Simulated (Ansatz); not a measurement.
# Pd (Fm-3m, 1 atom in the cell): converging a phonon calculation

Wanted: convergence of the phonons of Pd (Fm-3m, 1 atom in the cell) against cost.

Main program and level: Ansatz 0.2.0; DFT PBE, scalar-relativistic, plane waves, PAW.

## Step 1: Starting point

It takes space group Fm-3m (No. 225, cubic). The conventional cell has a = 3.942 Å, b = 3.942 Å, c = 3.942 Å, α = 90.00°, β = 90.00°, γ = 90.00°. Nearest to Pd lie 12 Pd at 2.79 Å.

## Step 2: Relaxing to small forces for the phonons

Phonons need a cell at rest on their own settings, so the relaxation is repeated with tight tolerances on forces and stress on the k mesh and occupations of the first response run.

Input file input.yaml:

```yaml
crystal:
  lattice:
    - [0.0, 1.9711878732, 1.9711878732]
    - [1.9711878732, 0.0, 1.9711878732]
    - [1.9711878732, 1.9711878732, 0.0]
  atoms:
    - { symbol: Pd, position: [0.0, 0.0, 0.0] }
kpoints:
  mp_grid: { grid: [20, 20, 20] }
hamiltonian:
  xc: pbe
scf:
  occupations: { method: methfessel_paxton, width: 0.2 }
output:
  forces: true
  stress: true
  eigenvalues: true
relax:
  adjacent_minimum: "off"
  f_tol: 0.001
  max_steps: 60
  cell: { stress_tol: 0.01 }
```

Run with:

```console
$ ansatz run input.yaml --threads 4 --pin off --max-ram 7168MiB --backend cpu --events-out ev --progress --plain --runs-dir out
```

Numbers of over 12 decimals in the logs are rounded to 6 here.

Output:

```text
Engine: ansatz 0.2.0, aarch64-unknown-linux-gnu
Pseudopotentials: kind: paw
Pseudopotential: Pd, paw, valence charge 18, recommended cutoff 420 eV (normal), Pd.paw.azcp
Functional definition: PBE
  parameter kappa = 0.804
  parameter beta = 0.066725
  exchange = pbe_x(kappa = kappa, mu = beta*pi^2/3)
  correlation = pbe_c(beta = beta)
Crystal: 1 atoms, lattice volume = 15.318 Å³
[...]
--- Relaxed structure (3 steps of the walk, 3 accepted, 1 SCFs on fresh bases) ---
  F+E_penalty+E_count = -6972.84835094 eV   max|allowed force component| = 0.000e0 eV/Å   (the final SCF, on the basis selected at the relaxed cell)
  cell:  # Å, volume = 15.3157 Å³
    - [0, 1.971072, 1.971072]
    - [1.971072, 0.0, 1.971072]
    - [1.971072, 1.971072, 0]
  atoms:
    - { symbol: Pd, position: [0.0, 0.0, 0.0] }
[key lines of the parts left out:]
SCF converged after 5 iterations
Free energy (F): -6972.848351 eV
Fermi energy:    18.819537 eV
P = ⅓ Tr σ = -0.0005 GPa (-0.005 kbar)
```

Wall time 2.5 s (4 threads of Arm Neoverse V2, shared host); peak memory 0.33 GiB; 8.9 s of CPU time.

Little changed from the start: no atom moved by 0.005 Å and no cell edge by 0.1 %.

Numbers from this step:

```
pressure          : -4.79e-4 GPa
volume per atom   : 15.32 Å³
gap on the k-mesh : 0 eV
```

The forces vanish by symmetry and the pressure is 0.000 GPa, within the tolerances set. The cell now holds 15.32 Å³/atom.

## Step 3: Response at finite wavevector

Stability and thermal properties need the whole zone. Linear response on a 4×4×4 q mesh gives force constants as far as a supercell of that size would.

Input file input.yaml:

```yaml
crystal:
  lattice:
    - [0.0, 1.971071988, 1.971071988]
    - [1.971071988, 0.0, 1.971071988]
    - [1.971071988, 1.971071988, 0.0]
  atoms:
    - { symbol: Pd, position: [0.0, 0.0, 0.0] }
kpoints:
  mp_grid: { grid: [20, 20, 20] }
hamiltonian:
  xc: pbe
scf:
  occupations: { method: methfessel_paxton, width: 0.2 }
output:
  eigenvalues: true
phonons:
  method: dfpt
  qmesh: [4, 4, 4]
  temperatures: { t_max: 1000, t_step: 50 }
  qpath:
    path:
      - [[0.0, 0.0, 0.0], [0.5, 0.0, 0.5], [0.625, 0.25, 0.625]]
      - [[0.375, 0.375, 0.75], [0.0, 0.0, 0.0], [0.5, 0.5, 0.5], [0.5, 0.25, 0.75], [0.5, 0.0, 0.5]]
    npoints: 10
```

Output:

```text
[...]
Crystal: 1 atoms, lattice volume = 15.316 Å³
Basis set: ecut = 420 eV, 307 PW (Γ), exchange–correlation on 40×40×40 points (8 copies of the dense FFT grid, shifted against one another)
Bands: 13, of which v1, the nominal top of the filled ones, is band 9 counted from 1 (8 counted from 0)
Symmetry: 48 space group operations
k-points: 256 of 8000
[...]
SCF iter   1: F=—  HF=-6972.848264 eV  |F-HF|=—  |Δ(HF+E_count)|=         —  Δρ=4.57e-3  dr2=1.01e-3  ethr=1.77e-3  ⟨swp⟩=4.9  Hψ=18007  notcnv=0
[...]
SCF iter   7: F=-6972.848351 eV  HF=-6972.848351 eV  |F-HF|=0.00e0  |Δ(HF+E_count)|=   1.45e-9  S|Δr|=    0.00e0  Δρ=1.34e-7  dr2=1.42e-12  ethr=1.00e-12  ⟨swp⟩=4.6  Hψ=15310  notcnv=0
SCF 1 converged in 7 iterations: F = -6972.848351 eV  dr2 = 1.42e-12
[...]
NSCF: frozen V_eff on 256 k-points
[...]
DFPT response loops at q = (0, 0, 0) (fractional): preconditioner auto → Kerker (q_TF=auto, 2.803 Å⁻¹) (partly filled bands, converged f_vac=0.000); β = 1.00, the filter's whole step (`scf.mixing.beta` (0.50) is not read by the response loops under this deck's `scf.mixing.preconditioner`; to damp them name `kerker` or `kerker_dos`, under which they read `scf.mixing.beta`, and type it under 1.00, their step now; both keys bind the ground state too); Broyden in place of MSR1
[...]
SCF converged after 7 iterations
[...]
Free energy (F): -6972.848351 eV
[...]
Internal energy: -6972.840846 eV  (E = F + TS)
E sigma→0 (E₀):  -6972.846475 eV
Entropy (-TS):   -0.007505 eV (-7.505 meV/atom)
Fermi energy:    18.819536 eV
[...]
--- Band table (eV; the first three rows and the last of 256) ---
  k-point 0: bands = [... 5 lower, 16.1523, 16.1523, 16.1523, 17.6684, 17.6684, 35.8321, 40.3417, 40.3417]
  k-point 1: bands = [... 5 lower, 16.1217, 16.1826, 16.1826, 17.6539, 17.6539, 35.9222, 39.7405, 40.4385]
  k-point 2: bands = [... 5 lower, 16.0422, 16.2641, 16.2641, 17.6210, 17.6210, 36.1277, 38.4468, 40.7150]
  k-point 255: bands = [... 5 lower, 15.6418, 15.6418, 17.5861, 19.0990, 27.5265, 27.5265, 28.8667, 30.1504]
--- Phonons (Γ-DFPT): 1 representative perturbation + reference (Σ response iterations 3) ---
  ASR residual: 7.696e-5 → 0.000e0 eV/Å²; symmetrization residual: 1.364e-11 eV/Å²
  ASR residual per site (eV/Å²): 7.70e-5
  Γ frequencies (cm⁻¹): 0.00 0.00 0.00
--- Phonons (arbitrary-q DFPT): 8 irreducible q on the 4×4×4 mesh ---
  q = [0.0000, 0.0000, 0.0000] (star 1, of the zone-centre solve; hermiticity 5.30e-9, symmetrization 1.77e-7): -0.00 -0.00 -0.00
  q = [0.0000, 0.0000, 0.2500] (star 8, 1 solved perturbation on 4200 of 8000 k-point pairs; hermiticity 3.35e-13, symmetrization 2.36e-12): 64.06 64.06 151.67
[...]
q = [0.0000, 0.2500, 0.2500] (star 6, 2 solved perturbations in 3420 linear systems a pass and spin channel, the states on 2210 of 8000 k-point pairs; hermiticity 1.78e-13, symmetrization 1.73e-13): 97.92 97.92 148.50
[...]
sum rule: each row above includes the acoustic sum rule's correction from the zone centre's row sums; it moved no ω² by more than (0.44 cm⁻¹)²
  mesh force constants: q→R imaginary residual 0.00e0; ASR residual 7.696e-5 → 0.000e0 eV/Å²; symmetrization residual 7.105e-15 eV/Å²
  interpolated dispersion: 62 rows × 3 modes
  density of states and harmonic sums: on the 28×28×28 q-mesh, interpolated from the force constants of a 4×4×4 supercell (no non-analytic term)
  largest difference from the sums on the solved wave vectors: F 1.30e-2 eV, S 1.71e-5 and C_V 4.03e-6 eV/K
  zero-point energy: 0.025607 eV/cell   skipped modes (ω ≤ 0): 3   left out of the sums: 4.56e-5 of the cell's modes: C_V's classical limit lies that fraction below 3 k_B per atom; for a crystal, a wire or a layer, F and S can be off by more, and a phonons.interpolated_qmesh denser along its periods is the remedy for the sampling
```

Elapsed: 2.1 min, on 4 threads; peak memory 3.6 GiB.

In the SCF lines HF is the Harris–Foulkes energy and dr2 the Hartree energy of the density residual, in eV; the loop may stop once dr2 is under the threshold and the program's other checks hold. Hψ counts applications of the Hamiltonian.

This step gave:

- sum-rule residual before enforcement: 7.70e-5 eV/Å²
- lowest frequency on the path: 0 cm⁻¹
- highest frequency on the path or at a solved wavevector: 216.4 cm⁻¹
- mean frequency: 137.7 cm⁻¹
- Debye temperature (second moment): 268 K
- logarithmic mean frequency: 129.7 cm⁻¹
- lowest mode on the q mesh (acoustic modes at Γ apart): 64.06 cm⁻¹
- zero-point energy per atom: 25.61 meV
- heat capacity at 300 K: 23.98 J/(mol atoms K)
- vibrational entropy at 300 K: 37.28 J/(mol atoms K)

Frequencies (cm⁻¹) solved at each irreducible wavevector; negative means imaginary. Frequencies by wavevector, by row:

| q in reciprocal lattice units | star | mode 1 | mode 2 | mode 3 |
| --- | --- | --- | --- | --- |
| 0 0 0 | 1 | 0 | 0 | 0 |
| 0 0 0.25 | 8 | 64.1 | 64.1 | 151.7 |
| 0 0 -0.5 | 4 | 106.2 | 106.2 | 216.4 |
| 0 0.25 0.25 | 6 | 97.9 | 97.9 | 148.5 |
| 0 0.25 -0.5 | 24 | 123.7 | 137.5 | 197.1 |
| 0 0.25 -0.25 | 12 | 89.6 | 137.3 | 183.8 |
| 0 -0.5 -0.5 | 3 | 146.3 | 146.3 | 208.8 |
| 0.25 -0.5 -0.25 | 6 | 134.4 | 175.5 | 175.5 |

Interpolated from a 4×4×4 q mesh. The phonon branches at the labelled points (cm⁻¹):

| point | branch 1 | branch 2 | branch 3 |
| --- | --- | --- | --- |
| Γ | 0 | 0 | 0 |
| halfway | 98 | 98 | 148 |
| X | 146 | 146 | 209 |
| halfway | 142 | 151 | 204 |
| U | 131 | 165 | 189 |
| jump to K | 131 | 165 | 189 |
| halfway | 64 | 105 | 165 |
| Γ | 0 | 0 | 0 |
| halfway | 64 | 64 | 152 |
| L | 106 | 106 | 216 |
| halfway | 115 | 141 | 199 |
| W | 134 | 176 | 176 |
| halfway | 141 | 154 | 199 |
| X | 146 | 146 | 209 |

The phonon branches as a text plot (rows in cm⁻¹):

```
    212 |            **                         *****           *
    203 |         ***  **                      *     **       **
    194 |                *                    *        *    **
    185 |        *        * ***                         *  *
    176 |                  *   *             *           **
    167 |       *         *     *                          *
    158 |               **  *                           *   **
    149 |      *    ****                    *          *      ***
    140 |         **   **    **  *                    *     ***
    131 |        *       **                          *   ***
    122 |    **            *   *           *        *  **
    113 |       *           *     **               ****
    104 |                       *               ****
     95 |   *  *             **           *    *
     86 |                        *            *
     77 |    **                *    *        *
     68 |  *                    * **     *  *
     59 |   *
     50 |                        *         *
     41 |  *                        **    *
     32 | *                       **    *
     23 | *                         **   *
     14 |                            *  *
      5 |*                            **
         Γ           X  U|K            Γ         L        W     X
```

Symmetry leaves 8 wavevectors to solve. The lowest mode among them, the acoustic zeros apart, lies at q = (0, 0, 0.25) and is real, 64.1 cm⁻¹.

## Step 4: Another q mesh, q mesh 2×2×2

The q mesh is changed to 2×2×2, to see how far the force constants must reach.

Edit input.yaml of step 3 so:

```diff
@@ -17,3 +17,3 @@
   method: dfpt
-  qmesh: [4, 4, 4]
+  qmesh: [2, 2, 2]
   temperatures: { t_max: 1000, t_step: 50 }
```

Output:

```text
[...]
Crystal: 1 atoms, lattice volume = 15.316 Å³
Basis set: ecut = 420 eV, 307 PW (Γ), exchange–correlation on 40×40×40 points (8 copies of the dense FFT grid, shifted against one another)
Bands: 13, of which v1, the nominal top of the filled ones, is band 9 counted from 1 (8 counted from 0)
Symmetry: 48 space group operations
k-points: 256 of 8000
[...]
SCF iter   1: F=—  HF=-6972.848264 eV  |F-HF|=—  |Δ(HF+E_count)|=         —  Δρ=4.57e-3  dr2=1.01e-3  ethr=1.77e-3  ⟨swp⟩=4.9  Hψ=18007  notcnv=0
[...]
SCF iter   7: F=-6972.848351 eV  HF=-6972.848351 eV  |F-HF|=0.00e0  |Δ(HF+E_count)|=   1.45e-9  S|Δr|=    0.00e0  Δρ=1.34e-7  dr2=1.42e-12  ethr=1.00e-12  ⟨swp⟩=4.6  Hψ=15310  notcnv=0
SCF 1 converged in 7 iterations: F = -6972.848351 eV  dr2 = 1.42e-12
[...]
SCF converged after 7 iterations
[...]
Free energy (F): -6972.848351 eV
[...]
Internal energy: -6972.840846 eV  (E = F + TS)
E sigma→0 (E₀):  -6972.846475 eV
Entropy (-TS):   -0.007505 eV (-7.505 meV/atom)
Fermi energy:    18.819536 eV
[...]
--- Band table (eV; the first three rows and the last of 256) ---
  k-point 0: bands = [... 5 lower, 16.1523, 16.1523, 16.1523, 17.6684, 17.6684, 35.8321, 40.3417, 40.3417]
  k-point 1: bands = [... 5 lower, 16.1217, 16.1826, 16.1826, 17.6539, 17.6539, 35.9222, 39.7405, 40.4385]
  k-point 2: bands = [... 5 lower, 16.0422, 16.2641, 16.2641, 17.6210, 17.6210, 36.1277, 38.4468, 40.7150]
  k-point 255: bands = [... 5 lower, 15.6418, 15.6418, 17.5861, 19.0990, 27.5265, 27.5265, 28.8667, 30.1504]
[...]
ASR residual: 7.696e-5 → 0.000e0 eV/Å²; symmetrization residual: 1.364e-11 eV/Å²
  ASR residual per site (eV/Å²): 7.70e-5
  Γ frequencies (cm⁻¹): 0.00 0.00 0.00
--- Phonons (arbitrary-q DFPT): 3 irreducible q on the 2×2×2 mesh ---
[...]
interpolated dispersion: 62 rows × 3 modes
[...]
```

Run time: 20 s. Hardware: 4 threads; peak memory 1.2 GiB; 75 s of CPU time.

Numbers from this step:

| Quantity | Value |
| --- | --- |
| mean frequency | 144.1 cm⁻¹ |
| lowest mode on the q mesh (acoustic modes at Γ apart) | 106.2 cm⁻¹ |

Frequencies (cm⁻¹) solved at each irreducible wavevector; negative means imaginary. Frequencies by wavevector, by row:

| q in reciprocal lattice units | star | mode 1 | mode 2 | mode 3 |
| --- | --- | --- | --- | --- |
| 0 0 0 | 1 | 0 | 0 | 0 |
| 0 0 -0.5 | 4 | 106.2 | 106.2 | 216.4 |
| 0 -0.5 -0.5 | 3 | 146.3 | 146.3 | 208.8 |

Interpolated from a 2×2×2 q mesh, rough between the solved points. Phonon branches along the path, in cm⁻¹:

| point | branch 1 | branch 2 | branch 3 |
| --- | --- | --- | --- |
| Γ | 0 | 0 | 0 |
| halfway | 106 | 106 | 149 |
| X | 146 | 146 | 209 |
| halfway | 144 | 155 | 205 |
| U | 135 | 174 | 194 |
| jump to K | 135 | 174 | 194 |
| halfway | 82 | 119 | 164 |
| Γ | 0 | 0 | 0 |
| halfway | 75 | 75 | 153 |
| L | 106 | 106 | 216 |
| halfway | 123 | 149 | 204 |
| W | 148 | 182 | 182 |
| halfway | 147 | 158 | 202 |
| X | 146 | 146 | 209 |

The phonon branches as a text plot (rows in cm⁻¹):

```
    212 |            **                         ******         **
    203 |         ***  **                      *      **     **
    194 |                **                   *         *   *
    185 |        *         ****                          ***
    176 |                 *    *             *           * *
    167 |       *        *  *   *                       *   *
    158 |              **    **                        *     **
    149 |      *    ***                     *         *  ********
    140 |         **   ****    * *                   *  *
    131 |        *         *               *           *
    122 |    ** *           *   *                   ***
    113 |                         **              ***
    104 |      *             **                ****
     95 |   *                  * *        *   *
     86 |    **                 *            *
     77 |                         ***       *
     68 |  **                    *       *
     59 |                                  *
     50 |  *                      ***     *
     41 |                            *
     32 | *                         *   **
     23 | *                          *
     14 |                            *  *
      5 |*                            **
         Γ           X  U|K            Γ         L        W     X
```

The mean frequency is 144.1 cm⁻¹, +6.4 cm⁻¹ against the base run.

On this path the spectrum ends at 216 cm⁻¹ (at L). No branch goes imaginary on this path.

## Step 5: Another q mesh, k-mesh 21×21×21, q mesh 3×3×3

The q mesh is changed to 3×3×3, to see how far the force constants must reach; the k mesh is 21×21×21, against 20×20×20 in the base run, so that the q mesh divides it.

Edit input.yaml of step 4 so:

```diff
@@ -8,3 +8,3 @@
 kpoints:
-  mp_grid: { grid: [20, 20, 20] }
+  mp_grid: { grid: [21, 21, 21] }
 hamiltonian:
@@ -17,3 +17,3 @@
   method: dfpt
-  qmesh: [2, 2, 2]
+  qmesh: [3, 3, 3]
   temperatures: { t_max: 1000, t_step: 50 }
```

Output:

```text
[...]
Crystal: 1 atoms, lattice volume = 15.316 Å³
Basis set: ecut = 420 eV, 307 PW (Γ), exchange–correlation on 40×40×40 points (8 copies of the dense FFT grid, shifted against one another)
Bands: 13, of which v1, the nominal top of the filled ones, is band 9 counted from 1 (8 counted from 0)
Symmetry: 48 space group operations
k-points: 286 of 9261
[...]
k-point 285: bands = [... 5 lower, 15.5021, 15.7890, 17.6046, 19.0804, 26.8738, 27.8883, 29.0805, 30.3376]
[...]
ASR residual: 5.088e-5 → 0.000e0 eV/Å²; symmetrization residual: 9.095e-12 eV/Å²
  ASR residual per site (eV/Å²): 5.09e-5
  Γ frequencies (cm⁻¹): 0.00 0.00 0.00
--- Phonons (arbitrary-q DFPT): 4 irreducible q on the 3×3×3 mesh ---
[...]
interpolated dispersion: 62 rows × 3 modes
[...]
[key lines of the parts left out:]
SCF converged after 7 iterations
Free energy (F): -6972.851796 eV
Fermi energy:    18.835126 eV
```

The job ended after 67 s (4 threads; peak memory 2.3 GiB; 4.2 min of CPU time).

Frequencies (cm⁻¹) solved at each irreducible wavevector; negative means imaginary. Frequencies by wavevector, by row:

| q in reciprocal lattice units | star | mode 1 | mode 2 | mode 3 |
| --- | --- | --- | --- | --- |
| 0 0 0 | 1 | 0 | 0 | 0 |
| 0 0 0.3333 | 8 | 86.9 | 86.9 | 188 |
| 0 0.3333 0.3333 | 6 | 126.1 | 126.1 | 182.9 |
| 0 0.3333 -0.3333 | 12 | 122.5 | 178.5 | 180.4 |

The mean frequency is 141.2 cm⁻¹, +3.5 cm⁻¹ against the base run, whose k mesh differs too.

## Step 6: Another q mesh, k-mesh 24×24×24, q mesh 6×6×6

The q mesh is changed to 6×6×6, to see how far the force constants must reach; the k mesh is 24×24×24, against 20×20×20 in the base run, so that the q mesh divides it.

Edit input.yaml of step 5 so:

```diff
@@ -8,3 +8,3 @@
 kpoints:
-  mp_grid: { grid: [21, 21, 21] }
+  mp_grid: { grid: [24, 24, 24] }
 hamiltonian:
@@ -17,3 +17,3 @@
   method: dfpt
-  qmesh: [3, 3, 3]
+  qmesh: [6, 6, 6]
   temperatures: { t_max: 1000, t_step: 50 }
```

Output:

```text
[...]
Crystal: 1 atoms, lattice volume = 15.316 Å³
Basis set: ecut = 420 eV, 307 PW (Γ), exchange–correlation on 40×40×40 points (8 copies of the dense FFT grid, shifted against one another)
Bands: 13, of which v1, the nominal top of the filled ones, is band 9 counted from 1 (8 counted from 0)
Symmetry: 48 space group operations
k-points: 413 of 13824
[...]
ASR residual: 1.145e-4 → 0.000e0 eV/Å²; symmetrization residual: 6.366e-12 eV/Å²
  ASR residual per site (eV/Å²): 1.15e-4
  Γ frequencies (cm⁻¹): 0.00 0.00 0.00
--- Phonons (arbitrary-q DFPT): 16 irreducible q on the 6×6×6 mesh ---
[...]
q = [0.1667, 0.3333, -0.5000] (star 24, 3 solved perturbations on 7200 of 13824 k-point pairs; hermiticity 4.35e-7, symmetrization 9.51e-14): 106.25 141.49 189.44
[...]
interpolated dispersion: 62 rows × 3 modes
[...]
[key lines of the parts left out:]
SCF converged after 7 iterations
Free energy (F): -6972.850748 eV
Fermi energy:    18.838985 eV
```

Wall time 18 min (4 threads); peak memory 4.4 GiB; 68 min of CPU time.

The mean frequency is 138.5 cm⁻¹, +0.8 cm⁻¹ against the base run, whose k mesh differs too.

[end of part 1 of 3]

[Logs are printed without paths, hosts, clocks, repeated set-up lines and the standing remarks that a program may print on its own settings, such as how far it seeks lower states.]

[Hosts, paths, dates, database ids (printed as entryN), source tags and the programs' standing remarks are cut or masked in the printed files.]
